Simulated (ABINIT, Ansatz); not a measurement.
# LiBe (Pm-3m): zone-centre phonons, part 2 of 3

Which modes does LiBe (Pm-3m) have at the zone centre?

ABINIT 10.8.3; DFT LDA, scalar-relativistic, plane waves, PseudoDojo norm-conserving pseudopotentials.

So far. Step 3 (Relaxation): The volume changes by -5.3 % in this run and stands -5.3 % from the first cell. Step 4 (Ground state): The cell stands at -0.64 GPa: the relaxation ran with a smoothed and higher cutoff, and the difference is a stress of the finite basis. The relaxed cell has a = 2.761 Å (conventional setting).

## (5) Linear response at Γ

At q = 0 one unit cell holds all displacements. The response is solved for single atoms along the cell's directions, and symmetry skips those that follow from others. The crystal is treated as a metal, which screens a static field, so no field response is asked.

dfpt_gamma.abi

```

# common to the responses
getwfk_filepath "gso_WFK"
kptopt 2
nqpt 1
qpt 0.0 0.0 0.0
asr 0
chneut 0

# displacements
rfphon 1
rfatpol 1 2
rfdir 1 1 1
tolvrs 1.0d-10
prtwf 0

# basis, mesh and filling
ecut 38.0
ngkpt 12 12 12
nshiftk 1
shiftk 0.0 0.0 0.0
istwfk *1
occopt 7
tsmear 0.01
nband 9
nstep 100
diemac 1000000.0
prtebands 0
prtgsr 0

# cell and atoms
acell 3*1.0 Angstrom
rprim 
    2.760526075 0.0 0.0
    0.0 2.760526075 0.0
    0.0 0.0 2.760526075
ntypat 2
znucl 3 4
natom 2
typat 1 2
xred 
    0.0 0.0 0.0
    0.5 0.5 0.5
pp_dirpath "./pseudo"
pseudos "Li.upf, Be.upf"
```

Command:

```
$ OMP_NUM_THREADS=1 mpirun -n 4 abinit dfpt_gamma.abi > dfpt_gamma.log
```

Numbers of over 12 decimals in the logs are rounded to 6 here.

dfpt_gamma.abo, the main output file:

```text
[banners, grids, parts of the stress and lines that vanish by symmetry left out]
- input  file    -> dfpt_gamma.abi
- output file    -> dfpt_gamma.abo
- root for input  files -> dfpt_gammai
- root for output files -> dfpt_gammao

 Symmetries : space group Pm -3 m (#221); Bravais cP (primitive cubic)
================================================================================
 Values of the parameters that define the memory need of the present run (RF).
     intxc =       0      iscf =       7    lmnmax =       4     lnmax =       4
     mgfft =      30  mpssoang =       2    mqgrid =    3001     natom =       2
  nloc_mem =       1    nspden =       1   nspinor =       1    nsppol =       1
      nsym =      48    n1xccc =       0    ntypat =       2    occopt =       7
   xclevel =       1
-    mband =           9        mffmem =           1         mkmem =         217
-   mkqmem =         217        mk1mem =         217           mpw =        1622
      nfft =       27000          nkpt =         868
- my_mband =           9
================================================================================
================================================================================

--------------------------------------------------------------------------------
------------- Echo of variables that govern the present computation ------------
--------------------------------------------------------------------------------
-
- outvars: echo of selected default values
-   iomode0 =  0 , fftalg0 =312 , wfoptalg0 =  0
-
- outvars: echo of global parameters not present in the input file
-  max_nthreads =    1
-
 -outvars: echo values of preprocessed input variables
 [... echo left out ...]
================================================================================

 chkinp: Checking input parameters for consistency.

[...]
== DATASET  1 ==================================================================
-   mpi_nproc: 4, omp_nthreads: 1 (-1 if OMP is not activated)

--- !DatasetInfo
iteration_state: {dtset: 1, }
dimensions: {natom: 2, nkpt: 868, mband: 9, nsppol: 1, nspinor: 1, nspden: 1, mpw: 1622, }
cutoff_energies: {ecut:  38.0, pawecutdg:  -1.0, }
electrons: {nelect:   7.00000000E+00, charge:   0.00000000E+00, occopt:   7.00000000E+00, tsmear:   1.00000000E-02, }
meta: {optdriver: 1, rfphon: 1, }
...

 mkfilename: getwfk from: gso_WFK

 Real(R)+Recip(G) space primitive vectors, cartesian coordinates (Bohr,Bohr^-1):
 R(1)=  5.2166382  0.0000000  0.0000000  G(1)=  0.1916943  0.0000000  0.0000000
 R(2)=  0.0000000  5.2166382  0.0000000  G(2)=  0.0000000  0.1916943  0.0000000
 R(3)=  0.0000000  0.0000000  5.2166382  G(3)=  0.0000000  0.0000000  0.1916943
 Unit cell volume ucvol=  1.4196202E+02 bohr^3
 Angles (23,13,12)=  9.00000000E+01  9.00000000E+01  9.00000000E+01 degrees
 setup1 : take into account q-point for computing boxcut.

 getcut: wavevector=  0.0000  0.0000  0.0000  ngfft=  30  30  30
         ecut(hartree)=     38.000   => boxcut(ratio)=   2.07240

--- Pseudopotential description ------------------------------------------------
- pspini: atom type   1  psp file is ./pseudo/Li.upf

- pspini: atom type   2  psp file is ./pseudo/Be.upf

   3.74924070E+01                                ecore*ucvol(ha*bohr**3)
--------------------------------------------------------------------------------

 ==>  initialize data related to q vector <==

 The list of irreducible perturbations for this q vector is:
    1)    idir= 1    ipert=   1
    2)    idir= 1    ipert=   2

[...]
The perturbation idir=   2  ipert=   1 is
 symmetric of a previously calculated perturbation.
 So, its SCF calculation is not needed.

 The perturbation idir=   3  ipert=   1 is
 symmetric of a previously calculated perturbation.
 So, its SCF calculation is not needed.

 The perturbation idir=   2  ipert=   2 is
 symmetric of a previously calculated perturbation.
 So, its SCF calculation is not needed.

 The perturbation idir=   3  ipert=   2 is
 symmetric of a previously calculated perturbation.
 So, its SCF calculation is not needed.

--------------------------------------------------------------------------------
 Perturbation wavevector (in red.coord.)   0.000000  0.000000  0.000000
 Perturbation : displacement of atom   1   along direction   1
 Found     8 symmetries that leave the perturbation invariant.

[...]
dfpt_looppert : total number of electrons, from k and k+q
  fully or partially occupied states are    7.000000E+00 and    7.000000E+00.
 Initialisation of the first-order wave-functions :
  ireadwf=   0

--- !BeginCycle
iteration_state: {dtset: 1, }
solver: {iscf: 7, nstep: 100, nline: 4, wfoptalg: 0, }
tolerances: {tolvrs: 1.00E-10, }
...

     iter   2DEtotal(Ha)        deltaE(Ha) residm    vres2
-ETOT  1   1.524536     -9.273E+02 1.109E+01 7.195E+01
 ETOT  2   1.345911     -1.786E-01 3.261E-03 1.300E+00
 ETOT  3   1.345529     -3.814E-04 1.925E-06 9.559E-03
 ETOT  4   1.345527     -2.528E-06 2.634E-08 9.745E-05
 ETOT  5   1.345527     -1.896E-08 9.092E-10 8.837E-07
[...]
At SCF step    7       vres2   =  2.55E-11 < tolvrs=  1.00E-10 =>converged.
[...]
Mean square residual over all n,k,spin=   30.353E-16; max=  28.542E-15

 Thirteen components of 2nd-order total energy (hartree) are
 1,2,3: 0th-order hamiltonian combined with 1st-order wavefunctions
     kin0=   8.85582575E+02 eigvalue=   2.23849325E+02  local=  -2.28483735E+02
 4,5,6: 1st-order hamiltonian combined with 1st and 0th-order wfs
 loc psp =  -5.47164958E+02  Hartree=   1.89212784E+02     xc=  -8.30632417E+01
 note that "loc psp" includes a xc core correction that could be resolved
 7,8,9: eventually, occupation + non-local contributions
    edocc=   4.48068247E+01     enl0=  -1.04418927E+02   enl1=  -1.30780625E+03
 1-9 gives the relaxation energy (to be shifted if some occ is /=2.0)
   erelax=  -9.27485603E+02
 10,11,12 Non-relaxation  contributions : frozen-wavefunctions and Ewald
 fr.local=   2.64695337E+02 fr.nonlo=   6.54500185E+02  Ewald=   9.63560824E+00
 13,14 Frozen wf xc core corrections (1) and (2)
 frxc 1  =   0.00000000E+00  frxc 2 =   0.00000000E+00
 Resulting in :
 2DEtotal=    0.1345526574E+01 Ha. Also 2DEtotal=    0.366136433194E+02 eV
    (2DErelax=   -9.2748560346E+02 Ha. 2DEnonrelax=    9.2883113004E+02 Ha)
    (  non-var. 2DEtotal :    1.3455258138E+00 Ha)

[...]
Perturbation wavevector (in red.coord.)   0.000000  0.000000  0.000000
 Perturbation : displacement of atom   2   along direction   1
 Found     8 symmetries that leave the perturbation invariant.

--------------------------------------------------------------------------------

--------------------------------------------------------------------------------

 dfpt_looppert : total number of electrons, from k and k+q
  fully or partially occupied states are    7.000000E+00 and    7.000000E+00.
 Initialisation of the first-order wave-functions :
  ireadwf=   0

--- !BeginCycle
iteration_state: {dtset: 1, }
solver: {iscf: 7, nstep: 100, nline: 4, wfoptalg: 0, }
tolerances: {tolvrs: 1.00E-10, }
...

     iter   2DEtotal(Ha)        deltaE(Ha) residm    vres2
-ETOT  1   2.064913     -2.158E+03 4.583E+01 7.208E+01
[...]
ETOT  6   1.344898     -1.014E-10 2.634E-11 2.725E-09
 ETOT  7   1.344898      6.821E-12 1.455E-13 6.123E-11

 At SCF step    7       vres2   =  6.12E-11 < tolvrs=  1.00E-10 =>converged.
[...]
Mean square residual over all n,k,spin=   14.263E-16; max=  14.550E-14

 Thirteen components of 2nd-order total energy (hartree) are
 1,2,3: 0th-order hamiltonian combined with 1st-order wavefunctions
     kin0=   1.84042081E+03 eigvalue=   7.99210516E+02  local=  -6.16070193E+02
 4,5,6: 1st-order hamiltonian combined with 1st and 0th-order wfs
 loc psp =  -1.23678313E+03  Hartree=   3.54089406E+02     xc=  -1.48040828E+02
 note that "loc psp" includes a xc core correction that could be resolved
 7,8,9: eventually, occupation + non-local contributions
    edocc=   1.53162963E+02     enl0=  -2.23596082E+02   enl1=  -3.08157006E+03
 1-9 gives the relaxation energy (to be shifted if some occ is /=2.0)
   erelax=  -2.15917660E+03
 10,11,12 Non-relaxation  contributions : frozen-wavefunctions and Ewald
 fr.local=   6.08309353E+02 fr.nonlo=   1.54257653E+03  Ewald=   9.63560824E+00
 13,14 Frozen wf xc core corrections (1) and (2)
 frxc 1  =   0.00000000E+00  frxc 2 =   0.00000000E+00
 Resulting in :
 2DEtotal=    0.1344897684E+01 Ha. Also 2DEtotal=    0.365965303354E+02 eV
    (2DErelax=   -2.1591765952E+03 Ha. 2DEnonrelax=    2.1605214928E+03 Ha)
    (  non-var. 2DEtotal :    1.3448984178E+00 Ha)

[...]
---- first-order wavefunction calculations are completed ----

 ==> Compute Derivative Database <==

 [... matrices left out ...]
  Phonon wavevector (reduced coordinates) :  0.00000  0.00000  0.00000
 Phonon energies in Hartree :
  -1.372094E-05 -1.372094E-05 -1.372094E-05  2.629873E-03  2.629873E-03
   2.629873E-03
 Phonon frequencies in cm-1    :
- -3.011399E+00 -3.011399E+00 -3.011399E+00  5.771904E+02  5.771904E+02
-  5.771904E+02

== END DATASET(S) ==============================================================
================================================================================

 -outvars: echo values of variables after computation
            acell      1.8897261259E+00  1.8897261259E+00  1.8897261259E+00 Bohr
           etotal      1.3448976838E+00
            fcart      0.0000000000E+00  0.0000000000E+00  0.0000000000E+00
           strten      0.0000000000E+00  0.0000000000E+00  0.0000000000E+00
================================================================================
```

Wall time 53 s (4 MPI ranks of Intel Xeon Platinum 8259CL at 2.50GHz (Skylake/Cascade Lake), shared host); 3.5 min of CPU time.

Read from the output:

```yaml
largest_acoustic_frequency_at_the_zone_centre_before_the_sum_rule: -3.01 cm⁻¹
highest_optical_zone_centre_mode_no_lo_to_term: 577.2 cm⁻¹
lowest_optical_zone_centre_mode: 577.2 cm⁻¹
```

The acoustic modes at Γ come out as far as 3.0 cm⁻¹ from zero, where they should vanish, a small numerical error.

## (6) Modes with the sum rule

anaddb reads the merged derivatives and imposes the acoustic sum rule.

anaddb.abi

```
ddb_filepath "gamma_DDB"
output_file "anaddb.abo"
outdata_prefix "anaddb"
asr 1
chneut 1
enunit 2
eivec 1
nph1l 1
qph1l 0.0 0.0 0.0 1.0
```

mrgddb.in

```
gamma_DDB
merged
2
dfpt_gammao_DDB
gso_DDB
```

Command:

```
$ mrgddb < mrgddb.in > mrgddb.log
$ OMP_NUM_THREADS=1 anaddb anaddb.abi > anaddb.log
```

anaddb.abo, the main output file:

```text
-outvars_anaddb: echo values of input variables ----------------------

 Miscellaneous information :
      enunit         2
       eivec         1
         asr         1
 First list of wavevector (reduced coord.) :
       nph1l         1
       qph1l
                     0.00000000E+00  0.00000000E+00  0.00000000E+00    1.000E+00

================================================================================

 read the DDB information and perform some checks

  ==== Info on the Cryst% object ====
 Real(R)+Recip(G) space primitive vectors, cartesian coordinates (Bohr,Bohr^-1):
 R(1)=  5.2166382  0.0000000  0.0000000  G(1)=  0.1916943  0.0000000  0.0000000
 R(2)=  0.0000000  5.2166382  0.0000000  G(2)=  0.0000000  0.1916943  0.0000000
 R(3)=  0.0000000  0.0000000  5.2166382  G(3)=  0.0000000  0.0000000  0.1916943
 Unit cell volume ucvol=  1.4196202E+02 bohr^3
 Angles (23,13,12)=  9.00000000E+01  9.00000000E+01  9.00000000E+01 degrees
 Time-reversal symmetry is present
 Reduced atomic positions [iatom, xred, symbol]:
    1)    0.0000000  0.0000000  0.0000000  Li
    2)    0.5000000  0.5000000  0.5000000  Be

 DDB file with 3 blocks has been read.

================================================================================

 Treat the first list of vectors

  Phonon wavevector (reduced coordinates) :  0.00000  0.00000  0.00000
 Phonon energies in Hartree :
   0.000000E+00  0.000000E+00  0.000000E+00  2.629870E-03  2.629870E-03
   2.629870E-03
 Phonon energies in meV     :
-  0.000000E+00  0.000000E+00  0.000000E+00  7.156241E+01  7.156241E+01
-  7.156241E+01
 Phonon frequencies in cm-1    :
-  0.000000E+00  0.000000E+00  0.000000E+00  5.771898E+02  5.771898E+02
-  5.771898E+02
 Phonon frequencies in Thz     :
-  0.000000E+00  0.000000E+00  0.000000E+00  1.730371E+01  1.730371E+01
-  1.730371E+01
 Phonon energies in Kelvin  :
-  0.000000E+00  0.000000E+00  0.000000E+00  8.304473E+02  8.304473E+02
-  8.304473E+02

 Eigendisplacements
 (will be given, for each mode : in cartesian coordinates
   for each atom the real part of the displacement vector,
   then the imaginary part of the displacement vector - absolute values smaller than 1.0d-7 are set to zero)
  Mode number    1   Energy    0.000000E+00
 Attention : low frequency mode.
   (Could be unstable or acoustic mode)
-  1  0.00000000E+00  6.73714218E-07 -5.86403196E-03
-     0.00000000E+00  0.00000000E+00  0.00000000E+00
-  2  0.00000000E+00  6.73714103E-07 -5.86403095E-03
-     0.00000000E+00  0.00000000E+00  0.00000000E+00
  Mode number    2   Energy    0.000000E+00
 Attention : low frequency mode.
   (Could be unstable or acoustic mode)
-  1  7.01148934E-07 -5.86403191E-03 -6.73714221E-07
-     0.00000000E+00  0.00000000E+00  0.00000000E+00
-  2  7.01148814E-07 -5.86403091E-03 -6.73714105E-07
-     0.00000000E+00  0.00000000E+00  0.00000000E+00
  Mode number    3   Energy    0.000000E+00
 Attention : low frequency mode.
   (Could be unstable or acoustic mode)
-  1  5.86403195E-03  7.01148937E-07  0.00000000E+00
-     0.00000000E+00  0.00000000E+00  0.00000000E+00
-  2  5.86403095E-03  7.01148816E-07  0.00000000E+00
-     0.00000000E+00  0.00000000E+00  0.00000000E+00
  Mode number    4   Energy    2.629870E-03
-  1  0.00000000E+00  0.00000000E+00  6.68190369E-03
-     0.00000000E+00  0.00000000E+00  0.00000000E+00
-  2  0.00000000E+00  0.00000000E+00 -5.14626773E-03
-     0.00000000E+00  0.00000000E+00  0.00000000E+00
  Mode number    5   Energy    2.629870E-03
-  1  0.00000000E+00  6.68190369E-03  0.00000000E+00
-     0.00000000E+00  0.00000000E+00  0.00000000E+00
-  2  0.00000000E+00 -5.14626773E-03  0.00000000E+00
-     0.00000000E+00  0.00000000E+00  0.00000000E+00
  Mode number    6   Energy    2.629870E-03
-  1  6.68190369E-03  0.00000000E+00  0.00000000E+00
-     0.00000000E+00  0.00000000E+00  0.00000000E+00
-  2 -5.14626773E-03  0.00000000E+00  0.00000000E+00
-     0.00000000E+00  0.00000000E+00  0.00000000E+00

 Analysis of degeneracies and characters (maximum tolerance=1.00E-06 a.u.)
 For each vibration mode, or group of modes if degenerate,
 the characters are given for each symmetry operation (see the list in the log file).
 Symmetry characters of vibration mode #   1
       degenerate with vibration modes #   2 to    3
  3.0 -3.0 -1.0  1.0 -1.0  1.0 -1.0  1.0  1.0 -1.0 -1.0  1.0  1.0 -1.0 -1.0  1.0
  0.0 -0.0  0.0 -0.0 -0.0  0.0 -0.0  0.0  1.0 -1.0 -1.0  1.0 -1.0  1.0  1.0 -1.0
  0.0 -0.0 -0.0  0.0 -0.0  0.0  0.0 -0.0  1.0 -1.0  1.0 -1.0 -1.0  1.0 -1.0  1.0
 Symmetry characters of vibration mode #   4
       degenerate with vibration modes #   5 to    6
  3.0 -3.0 -1.0  1.0 -1.0  1.0 -1.0  1.0  1.0 -1.0 -1.0  1.0  1.0 -1.0 -1.0  1.0
 -0.0  0.0 -0.0  0.0  0.0 -0.0  0.0 -0.0  1.0 -1.0 -1.0  1.0 -1.0  1.0  1.0 -1.0
 -0.0  0.0  0.0 -0.0  0.0 -0.0 -0.0  0.0  1.0 -1.0  1.0 -1.0 -1.0  1.0 -1.0  1.0
-
```

Elapsed: 0.73 s, on 1 thread.

No LO-TO term; unit eigenvectors of the mass-weighted matrix, from anaddb's displacements. The modes at Γ (shares of kinetic energy by element, %):

```csv
mode,frequency (cm⁻¹),symmetry,Li %,Be %
1,0.0,acoustic,44,56
2,0.0,acoustic,44,56
3,0.0,acoustic,44,56
4,577.2,T1u,56,44
5,577.2,T1u,56,44
6,577.2,T1u,56,44
```

Displacements in mode 4 (577.2 cm⁻¹), the largest set to 1:
```
Li1  0.00  0.00  1.00
Be2  0.00  0.00 -0.77
```

The rule moves no optical mode by more than 0.1 cm⁻¹.

[end of part 2 of 3]

[Host names and launcher messages were left out of these logs when they were recorded.]

[Logs are printed without paths, hosts, clocks, repeated set-up lines and the standing remarks that a program may print on its own settings, such as how far it seeks lower states.]

[Hosts, paths, dates, database ids (printed as entryN), source tags and the programs' standing remarks are cut or masked in the printed files.]
